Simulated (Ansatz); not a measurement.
# KCl (Sylvite, Fm-3m): a volume series of phonon spectra, part 2 of 4

Wanted: mode Grüneisen parameters of KCl (Sylvite) and a free-energy fit over volumes.

What experiment has found for this phase:
- volume expansion coefficient 111.3 1e-6/K and heat capacity C_P per formula unit 51.7 J/mol/K near room temperature (given in “High-Throughput Prediction of Finite-Temperature Properties using the Quasi-Harmonic Approximation”, 2016, arXiv:1603.06924)
- volume expansion coefficient 114.9 1e-6/K near room temperature (given in “Descriptors for thermal expansion in solids”, 2017, arXiv:1701.03966)

Ansatz 0.2.0; DFT LDA, scalar-relativistic, plane waves, PAW.

So far. Step 2 (Probe on a coarse mesh): The start is under -2.0 GPa at this level and looks like an insulator or semiconductor on this mesh. Step 5 (Relaxing to small residual forces and stress): The residual pressure is -0.0094 GPa, small enough for phonons.

**6. Lattice dynamics at this volume, V/V0 1**

The same q-mesh and k-mesh are kept at every volume, so that much of their error can cancel in the differences.

File input.yaml:

```yaml
crystal:
  lattice:
    - [0.0, 3.0385007383, 3.0385007383]
    - [3.0385007383, 0.0, 3.0385007383]
    - [3.0385007383, 3.0385007383, 0.0]
  atoms:
    - { symbol: K, position: [0.0, 0.0, 0.0] }
    - { symbol: Cl, position: [0.5, 0.5, 0.5] }
kpoints:
  mp_grid: { grid: [8, 8, 8] }
hamiltonian:
  xc: lda
scf:
  occupations: { method: fixed }
output:
  eigenvalues: true
phonons:
  method: dfpt
  dielectric: true
  rigid_motions: translations
  qmesh: [4, 4, 4]
  temperatures: { t_max: 1000, t_step: 50 }
  qpath:
    path:
      - [[0.0, 0.0, 0.0], [0.5, 0.0, 0.5], [0.625, 0.25, 0.625]]
      - [[0.375, 0.375, 0.75], [0.0, 0.0, 0.0], [0.5, 0.5, 0.5], [0.5, 0.25, 0.75], [0.5, 0.0, 0.5]]
    npoints: 10
```

On the command line:

```bash
> ansatz run input.yaml --threads 4 --pin off --max-ram 16384MiB --backend cpu --events-out ev --progress --plain --runs-dir out
```

Numbers of over 12 decimals in the logs are rounded to 6 here.

The log of the run:

```text
[...]
Crystal: 2 atoms, lattice volume = 56.106 Å³
Basis set: ecut = 420 eV, 1067 PW (Γ), exchange–correlation on 60×60×60 points (8 copies of the dense FFT grid, shifted against one another)
Bands: 12, of which v1, the nominal top of the filled ones, is band 8 counted from 1 (7 counted from 0)
Symmetry: 48 space group operations
k-points: 59 of 512 (irreducible under 8 space group operations, time reversal used)
[...]
SCF iter   1: F=—  HF=-2544.300510 eV  |F-HF|=—  |Δ(HF+E_count)|=         —  Δρ=6.63e-3  dr2=2.40e-2  ethr=1.77e-3  ⟨swp⟩=4.9  Hψ=3868  notcnv=0  defer=113
[...]
SCF iter   7: F=-2544.291916 eV  HF=-2544.291916 eV  |F-HF|=9.09e-13  |Δ(HF+E_count)|=  1.56e-10  Δρ=1.15e-7  dr2=3.65e-12  ethr=1.00e-12  ⟨swp⟩=6.8  Hψ=3885  notcnv=0
SCF 1 converged in 7 iterations: F = -2544.291916 eV  dr2 = 3.65e-12
[...]
DFPT response loops at Γ: preconditioner auto → none (the input reference at scf.mixing.eps_inf says where Resta's filter doesn't serve); β = 0.50; Broyden in place of MSR1
NSCF: frozen V_eff on 29 k-points
[...]
SCF converged after 7 iterations
Free energy (F): -2544.291916 eV
[...]
Internal energy: -2544.291916 eV  (E = F + TS)
E sigma→0 (E₀):  -2544.291916 eV
Fermi energy:    1.340231 eV
[...]
--- Band table (eV; the first three rows and the last of 59) ---
  k-point 0: bands = [... 4 lower, -8.9729, 1.3402, 1.3402, 1.3402, 6.4507, 9.4389, 9.4389, 9.4389]
  k-point 1: bands = [... 4 lower, -8.9220, 1.0927, 1.2697, 1.2697, 6.8791, 9.3158, 9.6581, 9.6581]
  k-point 2: bands = [... 4 lower, -8.8057, 0.5883, 1.1075, 1.1075, 7.8266, 9.2751, 10.2810, 10.2810]
  k-point 58: bands = [... 4 lower, -8.8526, 0.7086, 0.7826, 0.7826, 9.1542, 9.1542, 10.9023, 11.3846]
--- Phonons (Γ-DFPT): 2 representative perturbations + reference, on 59 of 512 k-points (Σ response iterations 6) ---
  k mesh reduced under 8 symmetry operations, with k and −k counted as one. Each operation leaves every solved perturbation unchanged. A smaller set is not considered because the run solves the response to a homogeneous field
  ASR residual: 1.036e-4 → 0.000e0 eV/Å²; symmetrization residual: 1.951e-6 eV/Å²
  ASR residual per site (eV/Å²): 1.04e-4 7.33e-6
  Γ frequencies (cm⁻¹): 0.00 0.00 0.00 161.23 161.23 161.23
  ε∞ (high-frequency dielectric tensor):
        2.508301     0.000000     0.000000
        0.000000     2.508301    -0.000000
        0.000000    -0.000000     2.508301
  ε⁰ (static dielectric tensor: ions relaxed, cell fixed):
        4.740830    -0.000000    -0.000000
       -0.000000     4.740830    -0.000000
       -0.000000    -0.000000     4.740830
  ε⁰ − ε∞ (ionic part):
        2.232530    -0.000000    -0.000000
       -0.000000     2.232530    -0.000000
       -0.000000    -0.000000     2.232530
  softest optical mode at Γ: 161.23 cm⁻¹; the repairs (sum rule, projections) moved no ω² at Γ by more than (0.90 cm⁻¹)²
  Born effective charges Z* (e; rows j = field, columns β = displacement):
    site 0:
         1.10917   -0.00000    0.00000
        -0.00000    1.10917   -0.00000
        -0.00000   -0.00000    1.10917
    site 1:
        -1.10917    0.00000    0.00000
         0.00000   -1.10917    0.00000
         0.00000    0.00000   -1.10917
  Z* charge neutrality: 3.589e-5 e pre-enforcement
  k-mesh period / interband length: 34.4 Å / 1.26 Å = 27.26 at k = (0.0000, 0.0000, 0.0000), direct gap 5.110 eV — 14 or more, which is no proof of convergence
  optical modes at Γ without the LO–TO term, one row a degenerate level:
      ω (cm⁻¹)  modes    IR ((D/Å)²/amu)
        161.23      3             4.5798
  optical modes at Γ + LO–TO along q̂ = [1.0000, 0.0000, 0.0000]:
      ω (cm⁻¹)  modes    IR ((D/Å)²/amu)
        161.23      2             3.0532
        221.65      1             1.5266
  optical modes at Γ + LO–TO along q̂ = [0.0000, 1.0000, 0.0000]:
      ω (cm⁻¹)  modes    IR ((D/Å)²/amu)
        161.23      2             3.0532
        221.65      1             1.5266
  optical modes at Γ + LO–TO along q̂ = [0.0000, 0.0000, 1.0000]:
      ω (cm⁻¹)  modes    IR ((D/Å)²/amu)
        161.23      2             3.0532
        221.65      1             1.5266
--- Phonons (arbitrary-q DFPT): 8 irreducible q on the 4×4×4 mesh ---
  q = [0.0000, 0.0000, 0.0000] (star 1, of the zone-centre solve; hermiticity 2.20e-6, symmetrization 1.49e-13): -0.00 0.00 0.00 161.23 161.23 161.23
  q = [0.0000, 0.0000, 0.2500] (star 8, 2 solved perturbations on 288 of 512 k-point pairs; hermiticity 3.00e-7, symmetrization 4.53e-13): 67.79 67.79 89.07 151.66 151.66 207.29
[...]
q = [0.0000, 0.2500, 0.2500] (star 6, 4 solved perturbations in 528 linear systems a pass and spin channel, the states on 164 of 512 k-point pairs; hermiticity 1.52e-6, symmetrization 1.03e-13): 41.09 41.09 124.56 163.54 163.54 174.30
[...]
sum rule: each row above includes the acoustic sum rule's correction from the zone centre's row sums; it moved no ω² by more than (0.85 cm⁻¹)²
  mesh force constants: q→R imaginary residual 5.11e-18; ASR residual 1.036e-4 → 0.000e0 eV/Å²; symmetrization residual 1.332e-15 eV/Å²
  interpolated dispersion: 63 rows × 6 modes
  density of states and harmonic sums: on the 20×20×20 q-mesh, interpolated from the force constants of a 4×4×4 supercell (with the dipole–dipole term)
  largest difference from the sums on the solved wave vectors: F 1.31e-2 eV, S 1.71e-5 and C_V 4.00e-6 eV/K
  zero-point energy: 0.047171 eV/cell   skipped modes (ω ≤ 0): 3   left out of the sums: 6.25e-5 of the cell's modes: C_V's classical limit lies that fraction below 3 k_B per atom; for a crystal, a wire or a layer, F and S can be off by more, and a phonons.interpolated_qmesh denser along its periods is the remedy for the sampling
```

Wall time 49 s (4 threads of Arm Neoverse V2, shared host); peak memory 0.99 GiB; 3.2 min of CPU time.

Numbers from this step:

```
Γ frequencies                            : 0, 0, 0, 161.2, 161.2, 161.2 cm⁻¹ (negative: imaginary)
lowest frequency on the path             : 0 cm⁻¹
zero-point energy                        : 0.04717 eV/cell
point group                              : m-3m
highest frequency                        : 221.7 cm⁻¹
Debye temperature from the second moment : 247 K
```

LO-TO term included. The phonon branches at the labelled points (cm⁻¹):

```
    point  branch 1  branch 2  branch 3  branch 4  branch 5  branch 6
        Γ         0         0         0       161       161       222
  halfway        41        41       125       164       164       174
        X        57        57       105       166       166       171
  halfway        64        73       103       163       166       170
        U        82        95       105       154       163       169
jump to K        82        95       105       154       163       169
  halfway        51        93       111       139       165       191
        Γ         0         0         0       161       161       222
  halfway        68        68        89       152       152       207
        L       116       116       125       125       158       167
  halfway        98        99       134       136       161       164
        W        86        86       129       134       168       168
  halfway        67        87       100       158       167       170
        X        57        57       105       166       166       171
```

The phonon branches as a text plot (rows in cm⁻¹):

```
    217 |***                        *******
    208 |   *                     **       **
    199 |                        *           *
    189 |    **                 *             *
    180 |                      *               *
    171 |      *    ***********                 ***      ********
    162 |******************* **************      ********     ***
    152 |       **       ** *     **       **   *           **
    143 |       *          **** **           **            *
    134 |        *          *  *               **  ********
    125 |      *  **       * ***              *  **      ***
    115 |                    **                  ***
    106 |    **     ****  * *  **            *  *  ***      * ***
     97 |               ****    *              *      **    **
     88 |               *  *     *          * *         ****
     79 |   *            ** *    *           *             ** *
     69 |              **    **   **       **                *
     60 |           ****       *  **                          ***
     51 |  *    ****            *   *     **
     42 |      *                 *  *     *
     32 | *  **                   **     *
     23 |  **                       **  *
     14 | *                          *  *
      5 |*                            **
         Γ           X  U|K            Γ         L        W     X
```

Tetrahedra on 20 20 20, mean over bins of 2 cm⁻¹. Phonon density of states against wavenumber; read off at these points:

```
wavenumber (cm⁻¹)  phonon density of states (1/cm⁻¹/cell)
              1.0                                       0
              7.0                                  8.0e-5
             13.0                                  6.1e-4
             19.0                                 0.00125
             25.0                                 0.00237
             31.0                                 0.00389
             37.0                                 0.00596
             43.0                                 0.00872
             49.0                                  0.0125
             55.0                                  0.0188
             61.0                                  0.0261
             67.0                                  0.0282
             73.0                                  0.0303
             79.0                                  0.0326
             85.0                                  0.0346
             91.0                                  0.0337
             97.0                                  0.0398
            103.0                                  0.0425
            105.0                                  0.0428
            109.0                                  0.0392
            113.0                                  0.0406
            119.0                                  0.0230
            125.0                                  0.0483
            127.0                                  0.0538
            131.0                                  0.0376
            137.0                                  0.0415
            143.0                                  0.0502
            149.0                                  0.0496
            155.0                                  0.0676
            161.0                                  0.0951
            167.0                                   0.177
            173.0                                  0.0195
            179.0                                  0.0134
            185.0                                  0.0104
            191.0                                 0.00862
            197.0                                 0.00725
            203.0                                 0.00601
            209.0                                 0.00476
            215.0                                 0.00321
            221.0                                  3.8e-4
```

Harmonic. Thermo, by row:

```
T (K)  F_vib (meV/atom)  S (J/mol-atom/K)  C_V (J/mol-atom/K)
    0             23.59                 0                   0
   50             22.84             4.856               9.882
  100             17.66             14.99               18.81
  150              7.65              23.3               21.88
  200             -6.17             29.79               23.14
  250            -23.01             35.03               23.77
  300            -42.32             39.39               24.12
  350            -63.73             43.13               24.33
  400            -86.94             46.39               24.47
  450            -111.7             49.27               24.57
  500              -138             51.87               24.64
  550            -165.4             54.22               24.69
  600            -194.1             56.37               24.73
  650            -223.8             58.35               24.76
  700            -254.6             60.19               24.79
  750            -286.2              61.9               24.81
  800            -318.7              63.5               24.82
  850              -352                65               24.84
  900            -386.1             66.42               24.85
  950            -420.8             67.77               24.86
 1000            -456.3             69.04               24.87
```

The modes has structure finer than the step of the table below, so its rows give means over 10 cm⁻¹, whole bins alone (the curve runs from -10 to 238 cm⁻¹). Peaks (cm⁻¹: height): Cl 95.8: 0.0200, 127.0: 0.0291, 165.9: 0.0675; K 106.7: 0.0257, 165.9: 0.0705.

Phonopy on the run's constants, 17x17x17 mesh, Gaussian sigma 2.0 cm⁻¹. Modes against wavenumber; means over each step; values in 1/cm⁻¹/cell:

```
wavenumber (cm⁻¹)       Cl        K
                0   2.8e-5   3.1e-5
               10   1.7e-4   1.8e-4
               20   7.9e-4   8.7e-4
               30  0.00178  0.00196
               40  0.00363  0.00397
               50  0.00668  0.00732
               60   0.0119   0.0130
               70   0.0137   0.0152
               80   0.0153   0.0173
               90   0.0165   0.0195
              100   0.0176   0.0232
              110   0.0141   0.0241
              120   0.0167   0.0145
              130   0.0237   0.0180
              140   0.0259   0.0176
              150   0.0303   0.0237
              160   0.0488   0.0440
              170   0.0356   0.0379
              180  0.00609  0.00681
              190  0.00446  0.00464
              200  0.00334  0.00330
              210  0.00227  0.00215
              220   7.9e-4   7.2e-4
              230   1.6e-6   1.6e-6
```

Born charge (rows field, columns displacement) (e), principal values of the symmetric part by kind of site:

```
atom  atoms with these values    low  middle   high   mean
  K1                        1   1.11    1.11   1.11   1.11
 Cl2                        1  -1.11   -1.11  -1.11  -1.11
```

In full for K1:

```
1.11 0.00 0.00
0.00 1.11 0.00
0.00 0.00 1.11
```

ε∞:

```
2.51 0.00 0.00
0.00 2.51 0.00
0.00 0.00 2.51
```

No LO-TO term. Modes at Γ, with each element's share of the kinetic energy:

```
mode  frequency (cm⁻¹)  symmetry  K %  Cl %
   1               0.0       T1u   52    48
   2               0.0       T1u   52    48
   3               0.0       T1u   52    48
   4             161.2       T1u   48    52
   5             161.2       T1u   48    52
   6             161.2       T1u   48    52
```

Displacements in mode 4 (161.2 cm⁻¹), the largest set to 1:
```
K1   0.00 -0.91 -0.03
Cl2  0.00  1.00  0.03
```

No mode is imaginary beyond numerical noise at the solved wavevectors.

**7. Single point at a scaled cell, V/V0 1.015**

Symmetry fixes every atom, so a single point at the scaled cell gives the energy and pressure of this member.

The cell differs from the one that the last finished run ended in (a 4.297 → 4.318 Å, b 4.297 → 4.318 Å, c 4.297 → 4.318 Å).

input.yaml, the sections that differ from step 6:

```yaml
crystal:
  lattice:
    - [0.0, 3.0536179063, 3.0536179063]
    - [3.0536179063, 0.0, 3.0536179063]
    - [3.0536179063, 3.0536179063, 0.0]
  atoms:
    - { symbol: K, position: [0.0, 0.0, 0.0] }
    - { symbol: Cl, position: [0.5, 0.5, 0.5] }
output:
  forces: true
  stress: true
  eigenvalues: true
# kpoints, hamiltonian, scf: as in step 6
# phonons: removed
```

The log of the run:

```text
[...]
Crystal: 2 atoms, lattice volume = 56.947 Å³
Basis set: ecut = 420 eV, 1139 PW (Γ)
Bands: 12, of which v1, the nominal top of the filled ones, is band 8 counted from 1 (7 counted from 0)
Symmetry: 48 space group operations
[...]
k-points: 29 of 512
[...]
SCF iter   1: F=—  HF=-2544.299532 eV  |F-HF|=—  |Δ(HF+E_count)|=         —  Δρ=6.56e-3  dr2=2.39e-2  ethr=1.77e-3  ⟨swp⟩=4.8  Hψ=1882  notcnv=0  defer=55
[...]
SCF iter   6: F=-2544.290941 eV  HF=-2544.290941 eV  |F-HF|=3.80e-10  |Δ(HF+E_count)|=   1.09e-8  Δρ=9.78e-7  dr2=5.81e-10  ethr=2.31e-10  ⟨swp⟩=4.1  Hψ=1801  notcnv=0
SCF 1 converged in 6 iterations: F = -2544.290941 eV  dr2 = 5.81e-10
[...]
SCF converged after 6 iterations
Free energy (F): -2544.290941 eV
[...]
Internal energy: -2544.290941 eV  (E = F + TS)
E sigma→0 (E₀):  -2544.290941 eV
Fermi energy:    1.226562 eV
[...]
--- Stress (GPa, compression-positive) ---
       -0.356637       0.000000       0.000000
       -0.000000      -0.356637       0.000000
        0.000000      -0.000000      -0.356637
  P = ⅓ Tr σ = -0.3566 GPa (-3.566 kbar)
--- Band table (eV; the first three rows and the last of 29) ---
  k-point 0: bands = [... 4 lower, -9.1164, 1.2266, 1.2266, 1.2266, 6.2816, 9.3247, 9.3247, 9.3247]
  k-point 1: bands = [... 4 lower, -9.0675, 0.9848, 1.1586, 1.1586, 6.7043, 9.1998, 9.5407, 9.5407]
  k-point 2: bands = [... 4 lower, -8.9558, 0.4920, 1.0023, 1.0023, 7.6464, 9.1466, 10.1544, 10.1544]
  k-point 28: bands = [... 4 lower, -9.0012, 0.6122, 0.6763, 0.6763, 9.0241, 9.0241, 10.7241, 11.2044]
```

It took 0.86 s on 4 threads; peak memory 0.29 GiB.

Numbers from this step:

- pressure: -0.3566 GPa
- gap on the k-mesh: 5.055 eV
- volume per atom: 28.47 Å³

At this level the gap is 5.06 eV on the k-mesh of the self-consistent run, which can miss the band edges.

**8. Phonons, V/V0 1.015**

Phonons at this volume give one point of F(V, T); meshes stay fixed along the series.

input.yaml, the sections that differ from step 7:

```yaml
output:
  eigenvalues: true
phonons:
  method: dfpt
  dielectric: true
  rigid_motions: translations
  qmesh: [4, 4, 4]
  temperatures: { t_max: 1000, t_step: 50 }
  qpath:
    path:
      - [[0.0, 0.0, 0.0], [0.5, 0.0, 0.5], [0.625, 0.25, 0.625]]
      - [[0.375, 0.375, 0.75], [0.0, 0.0, 0.0], [0.5, 0.5, 0.5], [0.5, 0.25, 0.75], [0.5, 0.0, 0.5]]
    npoints: 10
# crystal, kpoints, hamiltonian, scf: as in step 7
```

The log of the run:

```text
[...]
Crystal: 2 atoms, lattice volume = 56.947 Å³
Basis set: ecut = 420 eV, 1139 PW (Γ), exchange–correlation on 60×60×60 points (8 copies of the dense FFT grid, shifted against one another)
Bands: 12, of which v1, the nominal top of the filled ones, is band 8 counted from 1 (7 counted from 0)
Symmetry: 48 space group operations
k-points: 59 of 512 (irreducible under 8 space group operations, time reversal used)
[...]
optical modes at Γ + LO–TO along q̂ = [0.0000, 1.0000, 0.0000]:
      ω (cm⁻¹)  modes    IR ((D/Å)²/amu)
        155.72      2             3.0637
        217.43      1             1.5319
  optical modes at Γ + LO–TO along q̂ = [0.0000, 0.0000, 1.0000]:
      ω (cm⁻¹)  modes    IR ((D/Å)²/amu)
        155.72      2             3.0637
        217.43      1             1.5319
--- Phonons (arbitrary-q DFPT): 8 irreducible q on the 4×4×4 mesh ---
[...]
interpolated dispersion: 63 rows × 6 modes
[...]
[key lines of the parts left out:]
SCF converged after 7 iterations
Free energy (F): -2544.290941 eV
Fermi energy:    1.226540 eV
```

Wall time 50 s (4 threads); peak memory 1 GiB.

No mode is imaginary beyond numerical noise at the solved wavevectors. The highest zone-centre mode (no LO–TO term) moved by -3.4 % for a volume change of +1.5 %.

[end of part 2 of 4]

[Logs are printed without paths, hosts, clocks, repeated set-up lines and the standing remarks that a program may print on its own settings, such as how far it seeks lower states.]

[Hosts, paths, dates, database ids (printed as entryN), source tags and the programs' standing remarks are cut or masked in the printed files.]

[A step with changed settings may run another functional than the one named; its input shows which.]

[Of the runs on displaced cells, only some may be shown.]
